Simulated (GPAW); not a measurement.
Entries from a set of simulations; values are calculated unless marked as measured.

A GW chain in GPAW: CsH (Fm-3m). The structure is cubic, space group Fm-3m (No. 225). Conventional cell: a = 6.376 Å, b = 6.376 Å, c = 6.376 Å, α = 90.00°, β = 90.00°, γ = 90.00°. Cs has 6 H at 3.19 Å nearest. H has 6 Cs at 3.19 Å nearest. Farther neighbours are not listed. The calculation used DFT, LDA, plane waves, PAW (and 1 further level or step) in GPAW 26.7.0, with cutoff 600 eV, GPAW PAW setups 1.2.1 data release, 4×4×4 k-mesh, nbands 157 in one of its runs. The LDA gap is 1.95 eV, direct and the G0W0 gap on the mesh is 4.20 eV. The GW settings are 4×4×4 mesh, 147 bands, screening to 100 eV, Godby-Needs plasmon pole and the known limits are not at the basis limit; no spin-orbit coupling. It took 3 runs, 61 s in all on 4 MPI ranks of Arm Neoverse V2, shared host (the runs of this entry). G0W0 moves the gap on the mesh from 1.95 eV to 4.20 eV (+2.25 eV), with Z of 0.79 and 0.85 at the edges. Only 2 of the mesh's irreducible points were corrected, so a valley elsewhere could overtake. The database entry behind the starting cell differs from later determinations by our own check (0.1 to 0.3 % short, probably kX units). The cell and positions come from the Crystallography Open Database and are kept as given unless a step says otherwise. Limits: no spin-orbit coupling. Bands and cutoff are finite, so the gap is not at the basis limit. The miss can reach some tenths of an eV and take either sign; the mesh is an error of its own.

[Runs of the session that timed out or met a known fault of the program may be left out.]

[Hosts, paths, dates, database ids (printed as entryN), source tags and the programs' standing remarks are cut or masked in the printed files.]
